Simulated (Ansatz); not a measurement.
# A hypothetical structure for CaNbCdF

Starting from a made-up structure for CaNbCdF, the aim is the relaxed cell, its shortest contacts and, where a second run follows, its electronic structure.

Method: DFT, r2SCAN, plane-wave PAW, files of the set soft_1, scalar-relativistic, no spin, cell and ions relaxed at zero pressure; PAW set soft_1, in the first sound run; inputs show where later runs differ, in Ansatz 0.2.0.

**1. The structure**

The structure is tetragonal, space group P4/nmm (No. 129). Conventional cell: a = 4.221 Å, b = 4.221 Å, c = 8.842 Å, α = 90.00°, β = 90.00°, γ = 90.00°. Cd has 4 Nb at 2.66 Å nearest. Nearest to Nb lie 4 Cd at 2.66 Å. Nearest to Ca lie 4 F at 2.45 Å. F has 4 Ca at 2.45 Å nearest. Farther neighbours and most contacts between anions are not listed.

**2. Relaxing cell and atoms**

The guess takes its coordinates from another compound and its volume from a rule, so the cell and any free coordinates are relaxed together.

Contents of input.yaml:

```yaml
crystal:
  lattice:
    - [4.221, 0.0, 0.0]
    - [0.0, 4.221, 0.0]
    - [0.0, 0.0, 8.842]
  atoms:
    - { symbol: Cd, position: [0.0, 0.0, 0.0] }
    - { symbol: Cd, position: [0.5, 0.5, 0.0] }
    - { symbol: Nb, position: [0.0, 0.5, 0.1823] }
    - { symbol: Nb, position: [0.5, 0.0, 0.8177] }
    - { symbol: Ca, position: [0.0, 0.5, 0.6397] }
    - { symbol: Ca, position: [0.5, 0.0, 0.3603] }
    - { symbol: F, position: [0.0, 0.0, 0.5] }
    - { symbol: F, position: [0.5, 0.5, 0.5] }
kpoints:
  mp_grid: { grid: [6, 6, 3] }
scf:
  occupations: { method: fermi_dirac, width: 0.05 }
hamiltonian:
  xc: r2scan
  pseudopotentials: { kind: paw, azcp: { folder: soft_1 } }
relax:
  f_tol: 0.015
  max_steps: 70
  cell: {}
output:
  forces: true
  stress: true
```

The run is started by

```bash
$ ansatz run input.yaml --threads 4 --pin off --max-ram 10240MiB --backend cpu --events-out ev --progress --plain --runs-dir out
```

Numbers of over 12 decimals in the logs are rounded to 6 here.

Log:

```text
Engine: ansatz 0.2.0, aarch64-unknown-linux-gnu
Pseudopotentials: kind: paw
Pseudopotential: Cd, paw, valence charge 20, recommended cutoff 500 eV (meta_gga), soft_1/Cd.paw.azcp
Pseudopotential: Nb, paw, valence charge 13, recommended cutoff 500 eV (meta_gga), soft_1/Nb.paw.azcp
Pseudopotential: Ca, paw, valence charge 10, recommended cutoff 500 eV (meta_gga), soft_1/Ca.paw.azcp
Pseudopotential: F, paw, valence charge 7, recommended cutoff 500 eV (meta_gga), soft_1/F.paw.azcp
Functional definition: r2SCAN
  parameter k0 = 0.174
  parameter k1 = 0.065
  parameter a1 = 4.9479
  exchange = r2scan_x(k0 = k0, k1 = k1, a1 = a1)
  correlation = r2scan_c
Crystal: 8 atoms, lattice volume = 157.537 Å³
Basis set: ecut = 500 eV, 4001 PW (Γ), exchange–correlation on 128×128×288 points (64 copies of the dense FFT grid, shifted against one another)
Bands: 60, of which v1, the nominal top of the filled ones, is band 50 counted from 1 (49 counted from 0)
Symmetry: 16 space group operations
Space group: P4/nmm (ITA 129), of the structure as read, at distance tolerance 5.4e-5 Å
k-points: 20 of 108
Non-local potential: Cd, projectors of the file, l = 0: 3, l = 1: 2, l = 2: 2, l = 3: 1
Non-local potential: Nb, projectors of the file, l = 0: 3, l = 1: 2, l = 2: 2, l = 3: 1
Non-local potential: Ca, projectors of the file, l = 0: 3, l = 1: 2, l = 2: 2
Non-local potential: F, projectors of the file, l = 0: 2, l = 1: 2, l = 2: 1
PAW form: soft (Blöchl's): semilocal exchange-correlation on the pseudo side does not see the compensation charge
PAW frozen core: Cd, regenerated for the run's functional (the file was generated under x = pbe(κ = 0.804, μ = 0.219515), c = pbe(β = 0.066725))
PAW frozen core: Nb, regenerated for the run's functional (the file was generated under x = pbe(κ = 0.804, μ = 0.219515), c = pbe(β = 0.066725))
PAW frozen core: Ca, regenerated for the run's functional (the file was generated under x = pbe(κ = 0.804, μ = 0.219515), c = pbe(β = 0.066725))
PAW frozen core: F, regenerated for the run's functional (the file was generated under x = pbe(κ = 0.804, μ = 0.219515), c = pbe(β = 0.066725))
PAW one-centre angular grid: Cd, 590 points (default); XC on 160 Gauss nodes
PAW one-centre angular grid: Nb, 590 points (default); XC on 160 Gauss nodes
PAW one-centre angular grid: Ca, 302 points (default); XC on 160 Gauss nodes
PAW one-centre angular grid: F, 302 points (default); XC on 160 Gauss nodes
Initial density: superposition of atomic densities (chi_scale 0.1, normalization cell, long waves of neutral atoms (reshape's long-wave potential 3.83 eV rms, cloud 2.33 Å wide))
Initial wavefunctions: pseudopotential atomic-orbital guess
Functional: x = r2scan, c = r2scan; τ floored in thin density (d = 2e-4 eV/Å³)
SCF iter   1: F=—  HF=-30964.263549 eV  |F-HF|=—  |Δ(HF+E_count)|=         —  Δρ=4.83e-1  dr2=8.12e2  dr2_τ=1.37e1  ethr=3.10e-3  ⟨swp⟩=9.1  Hψ=4955  notcnv=0  defer=3
preconditioner: auto → Kerker (q_TF=auto, 2.529 Å⁻¹)  [metal: Δε(μ)=0.051 eV  Ē_g=8.990 eV  σ=0.050 eV  W_gap=0.25  n_scr=38 (ndim 8)  ℏωp=21.3 eV  f_vac=0.000  D(μ)=5.24/eV (n_scr^D=38)]
SCF iter   2: F=—  HF=-30942.777032 eV  |F-HF|=—  |Δ(HF+E_count)|=    2.15e1  Δρ=2.68e-1  dr2=7.63e1  dr2_τ=1.74e1  ethr=3.10e-3  ⟨swp⟩=5.9  Hψ=5214  notcnv=0  defer=31
SCF iter   3: F=—  HF=-30928.325098 eV  |F-HF|=—  |Δ(HF+E_count)|=    1.45e1  Δρ=1.19e-1  dr2=2.01e1  dr2_τ=7.58e-1  ethr=3.10e-3  ⟨swp⟩=4.4  Hψ=2925  notcnv=0  defer=17
SCF iter   4: F=—  HF=-30925.084586 eV  |F-HF|=—  |Δ(HF+E_count)|=    3.24e0  Δρ=3.88e-2  dr2=3.95e0  dr2_τ=2.05e-1  ethr=3.10e-3  ⟨swp⟩=4.8  Hψ=3044  notcnv=0  defer=12
SCF iter   5: F=—  HF=-30924.950708 eV  |F-HF|=—  |Δ(HF+E_count)|=   1.34e-1  Δρ=1.60e-2  dr2=1.58e0  dr2_τ=2.62e-2  ethr=3.10e-3  ⟨swp⟩=2.0  Hψ=1521  notcnv=0  defer=15
SCF iter   6: F=—  HF=-30924.881619 eV  |F-HF|=—  |Δ(HF+E_count)|=   6.91e-2  Δρ=1.32e-2  dr2=9.35e-1  dr2_τ=1.36e-2  ethr=1.58e-3  ⟨swp⟩=2.6  Hψ=1460  notcnv=0  defer=13
SCF iter   7: F=—  HF=-30924.821767 eV  |F-HF|=—  |Δ(HF+E_count)|=   5.99e-2  Δρ=1.31e-2  dr2=6.06e-1  dr2_τ=1.24e-2  ethr=9.35e-4  ⟨swp⟩=2.5  Hψ=1360  notcnv=0  defer=14
SCF iter   8: F=—  HF=-30924.733130 eV  |F-HF|=—  |Δ(HF+E_count)|=   8.86e-2  Δρ=6.29e-3  dr2=2.12e-1  dr2_τ=3.41e-3  ethr=6.06e-4  ⟨swp⟩=2.5  Hψ=1752  notcnv=0  defer=13
SCF iter   9: F=—  HF=-30924.698222 eV  |F-HF|=—  |Δ(HF+E_count)|=   3.49e-2  Δρ=3.37e-3  dr2=6.08e-2  dr2_τ=8.55e-4  ethr=2.12e-4  ⟨swp⟩=3.2  Hψ=1624  notcnv=0  defer=13
SCF iter  10: F=—  HF=-30924.684390 eV  |F-HF|=—  |Δ(HF+E_count)|=   1.38e-2  Δρ=7.45e-4  dr2=8.78e-4  dr2_τ=3.61e-5  ethr=6.08e-5  ⟨swp⟩=3.1  Hψ=1847  notcnv=0  defer=13
SCF iter  11: F=—  HF=-30924.684514 eV  |F-HF|=—  |Δ(HF+E_count)|=   1.24e-4  Δρ=2.19e-4  dr2=8.13e-5  dr2_τ=4.35e-6  ethr=8.78e-7  ⟨swp⟩=2.1  Hψ=1905  notcnv=0  defer=13
SCF iter  12: F=—  HF=-30924.684783 eV  |F-HF|=—  |Δ(HF+E_count)|=   2.69e-4  Δρ=7.77e-5  dr2=9.53e-6  dr2_τ=7.09e-7  ethr=8.13e-8  ⟨swp⟩=2.0  Hψ=1981  notcnv=0  defer=13
SCF iter  13: F=—  HF=-30924.684786 eV  |F-HF|=—  |Δ(HF+E_count)|=   3.16e-6  Δρ=2.58e-5  dr2=1.54e-6  dr2_τ=8.92e-8  ethr=9.53e-9  ⟨swp⟩=2.0  Hψ=1704  notcnv=0  defer=13
SCF iter  14: F=—  HF=-30924.684787 eV  |F-HF|=—  |Δ(HF+E_count)|=   5.93e-7  Δρ=7.03e-6  dr2=1.35e-7  dr2_τ=9.94e-9  ethr=1.54e-9  ⟨swp⟩=2.0  Hψ=1977  notcnv=0  defer=13
SCF iter  15: F=-30924.684787 eV  HF=-30924.684787 eV  |F-HF|=3.45e-9  |Δ(HF+E_count)|=   3.75e-8  Δρ=2.56e-6  dr2=1.09e-8  dr2_τ=9.07e-10  ethr=1.00e-10  ⟨swp⟩=4.7  Hψ=3561  notcnv=0
SCF 1 converged in 15 iterations: F = -30924.684787 eV  dr2 = 1.09e-8
  greatest PAW one-centre occupation: 1.002 electrons in one spin orbital (limit 2), on the Cd atom at site 1 (counted from 0), in its partial waves of l = 0
relax step   1: F+E_penalty+E_count = -30924.68478667 eV  Δ(F+E_penalty+E_count) = +0.000e0 eV  max|allowed force component| = 9.827e-1 eV/Å  Δτ_max = 0.0000 Å  P = +7.297 GPa  Ω = 157.537 Å³  (15 SCF iters, dr2 threshold 1.00e-7 eV, accepted)
Crystal: 8 atoms, lattice volume = 170.961 Å³
Basis set: ecut = 500 eV, 4337 PW (Γ), exchange–correlation on 128×128×288 points (64 copies of the dense FFT grid, shifted against one another)
Initial density: handed on by an earlier stage of this run
Initial wavefunctions: those handed on with the density
SCF iter   1: F=—  HF=-30924.765109 eV  |F-HF|=—  |Δ(HF+E_count)|=         —  Δρ=2.49e-2  dr2=6.81e0  dr2_τ=1.58e0  ethr=3.10e-3  ⟨swp⟩=8.3  Hψ=4259  notcnv=0
[...]
relax step  13: F+E_penalty+E_count = -30926.64741301 eV  Δ(F+E_penalty+E_count) = -1.237e-1 eV  max|allowed force component| = 3.594e-3 eV/Å  Δτ_max = 0.0000 Å  P = +0.852 GPa  Ω = 171.913 Å³  stress off target by 2.36e0 GPa  SCF on the basis re-selected at this cell (its energy is not comparable with the rows above)  (10 SCF iters)
relax step  14: F+E_penalty+E_count = -30926.70074715 eV  Δ(F+E_penalty+E_count) = -5.333e-2 eV  max|allowed force component| = 6.642e-2 eV/Å  Δτ_max = 0.0101 Å  P = +0.540 GPa  Ω = 172.760 Å³  energy of the carried Pulay correction = -5.784e-4 eV  (10 SCF iters, dr2 threshold 8.00e-7 eV, accepted)
relax step  15: F+E_penalty+E_count = -30926.76003265 eV  Δ(F+E_penalty+E_count) = -5.929e-2 eV  max|allowed force component| = 2.376e-1 eV/Å  Δτ_max = 0.0167 Å  P = +0.245 GPa  Ω = 173.259 Å³  energy of the carried Pulay correction = -9.795e-4 eV  (10 SCF iters, dr2 threshold 8.00e-7 eV, accepted)
relax step  16: F+E_penalty+E_count = -30926.77731519 eV  Δ(F+E_penalty+E_count) = -1.728e-2 eV  max|allowed force component| = 6.275e-2 eV/Å  Δτ_max = 0.0468 Å  P = +0.643 GPa  Ω = 170.950 Å³  energy of the carried Pulay correction = +2.555e-4 eV  (10 SCF iters, dr2 threshold 8.00e-7 eV, accepted)
relax step  17: F+E_penalty+E_count = -30926.78775570 eV  Δ(F+E_penalty+E_count) = -1.044e-2 eV  max|allowed force component| = 1.066e-1 eV/Å  Δτ_max = 0.0110 Å  P = -0.140 GPa  Ω = 172.393 Å³  energy of the carried Pulay correction = -5.147e-4 eV  (9 SCF iters, dr2 threshold 8.00e-7 eV, accepted)
relax step  18: F+E_penalty+E_count = -30926.79326972 eV  Δ(F+E_penalty+E_count) = -5.514e-3 eV  max|allowed force component| = 5.335e-2 eV/Å  Δτ_max = 0.0153 Å  P = +0.234 GPa  Ω = 172.233 Å³  energy of the carried Pulay correction = -4.526e-4 eV  (10 SCF iters, dr2 threshold 7.10e-7 eV, accepted)
relax step  19: F+E_penalty+E_count = -30926.79358911 eV  Δ(F+E_penalty+E_count) = -3.194e-4 eV  max|allowed force component| = 1.439e-2 eV/Å  Δτ_max = 0.0029 Å  P = +0.005 GPa  Ω = 172.637 Å³  energy of the carried Pulay correction = -6.881e-4 eV  (8 SCF iters, dr2 threshold 1.78e-7 eV, accepted)
Basis set: ecut = 500 eV, 4375 PW (Γ), exchange–correlation on 108×108×384 points (64 copies of the dense FFT grid, shifted against one another)
iter 1 solved again at ethr=4.95e-7 eV; its pass at ethr=3.10e-3 eV (dr2=4.95e-4 eV) is discarded
SCF iter   1: F=—  HF=-30926.793691 eV  |F-HF|=—  |Δ(HF+E_count)|=         —  Δρ=3.12e-4  dr2=1.13e-5  dr2_τ=1.18e-4  ethr=4.95e-7  ⟨swp⟩=3.0  Hψ=7655  notcnv=0
preconditioner: auto → Kerker (q_TF=auto, 2.491 Å⁻¹)  [metal: Δε(μ)=0.009 eV  Ē_g=8.204 eV  σ=0.050 eV  W_gap=0.04  n_scr=50 (ndim 8)  ℏωp=19.6 eV  f_vac=0.009  D(μ)=10.96/eV (n_scr^D=92)]
SCF iter   2: F=—  HF=-30926.794179 eV  |F-HF|=—  |Δ(HF+E_count)|=   4.88e-4  Δρ=1.61e-4  dr2=3.12e-6  dr2_τ=1.39e-5  ethr=1.13e-8  ⟨swp⟩=2.0  Hψ=2208  notcnv=0
SCF iter   3: F=—  HF=-30926.794722 eV  |F-HF|=—  |Δ(HF+E_count)|=   5.43e-4  Δρ=9.26e-6  dr2=4.80e-8  dr2_τ=3.59e-8  ethr=3.12e-9  ⟨swp⟩=2.0  Hψ=1889  notcnv=0
SCF iter   4: F=—  HF=-30926.794722 eV  |F-HF|=—  |Δ(HF+E_count)|=   1.74e-7  Δρ=2.76e-6  dr2=9.20e-9  dr2_τ=1.58e-9  ethr=4.80e-11  ⟨swp⟩=2.0  Hψ=2032  notcnv=0
SCF iter   5: F=—  HF=-30926.794722 eV  |F-HF|=—  |Δ(HF+E_count)|=   1.26e-8  Δρ=8.85e-7  dr2=3.73e-9  dr2_τ=1.36e-10  ethr=9.20e-12  ⟨swp⟩=2.1  Hψ=1662  notcnv=0
SCF iter   6: F=—  HF=-30926.794722 eV  |F-HF|=—  |Δ(HF+E_count)|=  1.38e-10  Δρ=3.79e-7  dr2=1.66e-9  dr2_τ=1.25e-11  ethr=3.73e-12  ⟨swp⟩=2.7  Hψ=1921  notcnv=0
SCF iter   7: F=—  HF=-30926.794722 eV  |F-HF|=—  |Δ(HF+E_count)|=  1.09e-10  Δρ=2.85e-7  dr2=5.69e-10  dr2_τ=1.12e-11  ethr=1.66e-12  ⟨swp⟩=2.1  Hψ=1412  notcnv=0
SCF iter   8: F=—  HF=-30926.794722 eV  |F-HF|=—  |Δ(HF+E_count)|=  9.46e-11  Δρ=1.77e-7  dr2=1.90e-10  dr2_τ=5.29e-12  ethr=1.00e-12  ⟨swp⟩=2.0  Hψ=1344  notcnv=0
SCF iter   9: F=-30926.794722 eV  HF=-30926.794722 eV  |F-HF|=7.28e-12  |Δ(HF+E_count)|=  1.09e-11  Δρ=8.47e-8  dr2=3.57e-11  dr2_τ=6.98e-13  ethr=1.00e-12  ⟨swp⟩=4.0  Hψ=3467  notcnv=0
SCF 20 converged in 9 iterations: F = -30926.794722 eV  dr2 = 3.57e-11
relax step  20: F+E_penalty+E_count = -30926.79472189 eV  Δ(F+E_penalty+E_count) = -1.133e-3 eV  max|allowed force component| = 1.469e-2 eV/Å  Δτ_max = 0.0000 Å  P = +0.003 GPa  Ω = 172.637 Å³  stress off target by 2.63e-2 GPa  SCF on the basis re-selected at this cell (its energy is not comparable with the rows above)  (9 SCF iters)
basis re-selected at this cell: Δ(F+E_penalty+E_count) = -1.133e-3 eV, ΔP = -0.002 GPa vs the last step (what re-selecting the basis moved, of the pressure what is left beyond the Pulay correction that the steps carried, after the strain that the cell walked since its last selection, with what the two solves' SCF thresholds leave and, on support functions, any second-order correction that the steps lacked; it is no measure of the basis error at this ecutwfc). The dense FFT grid was sized anew with the basis: this SCF ran on 27×27×96 points, the steps before it on 30×30×90, so part of this shift can come from that change (see relax.cell in the input reference). [rest of the remark cut]
SCF converged after 9 iterations
Free energy (F): -30926.794722 eV
Harris-Foulkes:  -30926.794722 eV  (|F-HF|=7.28e-12)
Internal energy: -30926.710049 eV  (E = F + TS)
E sigma→0 (E₀):  -30926.752386 eV
Entropy (-TS):   -0.084673 eV (-10.584 meV/atom)
Fermi energy:    10.226628 eV
--- Per-component energies (eV) ---
  E_band       = -1669.038203
  E_kinetic    = 2521.922068
  E_local      = -16358.488919  (includes V_loc(G=0)·N_el)
  E_nonlocal   = 783.543980
  E_hartree    = 7211.746466
  E_xc         = -1017.842815
  E_vxc        = -1454.436073  (∫ρ·V_xc dr)
  E_paw        = -16594.197139  (= ΣΔE_a)
  E_vpaw       = -1681.044918  (= ΣTr[D̂ρ^β])
  E_aug_tail   = 0.000653  (compensation charges beyond the density's cutoff)
  E_vtau       = 95.972321  (kinetic-family band-sum trace: ∫τ·v_τ [+ j·A + Jᵃ·Aᵃ] dr)
  E_ewald      = -7471.375838
  E_core_change = -2.018504  (= ΣΔE_core)
  E_smearing   = -0.084673  (= −TS)
  E_closure    = -0.000000  (closes the sum)
  Σ components = -30926.794722   (vs F -30926.794722, Δ=0.00e0)
--- Forces (eV/Å), atoms counted from 1 ---
  atom   1  Cd     0.00000000     0.00000000     0.00000000
  atom   2  Cd     0.00000000     0.00000000     0.00000000
  atom   3  Nb     0.00000000     0.00000000    -0.00411531
  atom   4  Nb     0.00000000     0.00000000     0.00411531
  atom   5  Ca     0.00000000     0.00000000     0.01468631
  atom   6  Ca     0.00000000     0.00000000    -0.01468631
  atom   7  F      0.00000000     0.00000000     0.00000000
  atom   8  F      0.00000000     0.00000000     0.00000000
  max |Σ_I F_I| component: 0.00e0 eV/Å
--- Stress (GPa, compression-positive) ---
       -0.008657       0.000000       0.000000
        0.000000      -0.008657       0.000000
        0.000000       0.000000       0.026335
  P = ⅓ Tr σ = 0.0030 GPa (0.030 kbar)
--- Relaxed structure (18 steps of the walk, 17 accepted, 2 SCFs on fresh bases) ---
  F+E_penalty+E_count = -30926.79472189 eV   max|allowed force component| = 1.469e-2 eV/Å   (the final SCF, on the basis selected at the relaxed cell)
  cell:  # Å, volume = 172.6372 Å³
    - [3.683082, 0, 0.0]
    - [0, 3.683082, 0.0]
    - [0.0, 0.0, 12.726583]
  atoms:
    - { symbol: Cd, position: [0, 0, -1.7013464310378162e-19] }
    - { symbol: Cd, position: [0.5, 0.5, -1.7013464310378162e-19] }
    - { symbol: Nb, position: [0, 0.5, 0.188342] }
    - { symbol: Nb, position: [0.5, 0, 0.811658] }
    - { symbol: Ca, position: [0, 0.5, 0.608008] }
    - { symbol: Ca, position: [0.5, 0, 0.391992] }
    - { symbol: F, position: [0, 0, 0.5] }
    - { symbol: F, position: [0.5, 0.5, 0.5] }
```

Wall time 1.9 min (4 threads of Arm Neoverse V2, shared host); peak memory 1.1 GiB; 7.3 min of CPU time.

The steps of the relaxation:

```csv
step,energy less that of the first step (eV),largest force component (eV/Å),pressure (GPa),volume (Å³)
1,0.0000,0.9827,7.30,157.54
2,-0.5146,0.2440,0.39,170.96
3,-0.8278,0.2898,-0.43,174.97
4,-1.1990,0.0527,-0.20,174.55
5,-1.4951,0.0962,0.39,173.25
6,-1.7059,0.0691,0.55,172.26
7,-1.7853,0.2381,-0.54,175.91
8,-1.6950,0.7484,-2.89,175.08
9,-1.8312,0.2443,0.68,171.10
10,-1.8362,0.1093,-0.23,172.07
11,-1.8390,0.0088,0.05,171.81
12,-1.8390,0.0018,0.00,171.91
13*,-1.9626,0.0036,0.85,171.91
14,-2.0160,0.0664,0.54,172.76
15,-2.0752,0.2376,0.24,173.26
16,-2.0925,0.0628,0.64,170.95
17,-2.1030,0.1066,-0.14,172.39
18,-2.1085,0.0534,0.23,172.23
19,-2.1088,0.0144,0.00,172.64
20*,-2.1099,0.0147,0.00,172.64
```

Relaxation steps marked * repeat the geometry before them on a plane-wave basis chosen anew for their cell, so energy and pressure can jump there. Relaxation step 8 was tried and not accepted.

The run keeps the 16 symmetry operations that it works with, so distortions that break them were not tested.

```csv
cell as run,before,after,change
a (Å),4.221,3.683,-12.7 %
b (Å),4.221,3.683,-12.7 %
c (Å),8.842,12.727,+43.9 %
volume (Å³/atom),19.69,21.58,+9.6 %
```

The atoms that moved most (Å, as changes of fractional coordinates times the final cell):

```csv
atom,dx,dy,dz,length
Ca6,0.000,0.000,0.403,0.403
Ca5,0.000,0.000,-0.403,0.403
Nb3,0.000,0.000,0.077,0.077
Nb4,0.000,0.000,-0.077,0.077
```

Numbers from this step:

| Item | Value |
| --- | --- |
| free energy | -30926.7947 eV |
| energy at zero smearing | -30926.7524 eV |
| smearing term TS | 0.08467 eV |
| Fermi energy | 10.23 eV |
| electrons | 100 |
| symmetry operations | 16 |
| pressure | 0.003007 GPa |

Shortest distances by pair of elements, guess and relaxed (not always the same contact):

```csv
pair,guess (Å),relaxed (Å)
Ca–F,2.445,2.298
Cd–Cd,2.985,2.604
F–F,2.985,2.604
Cd–Nb,2.656,3.023
Ca–Nb,3.374,3.674
```

The relaxation ends with a largest force component of 0.015 eV/Å and a pressure of 0.00 GPa.

[end of part 1 of 2]

[Logs are printed without paths, hosts, clocks, repeated set-up lines and the standing remarks that a program may print on its own settings, such as how far it seeks lower states.]

[Hosts, paths, dates, database ids (printed as entryN), source tags and the programs' standing remarks are cut or masked in the printed files.]
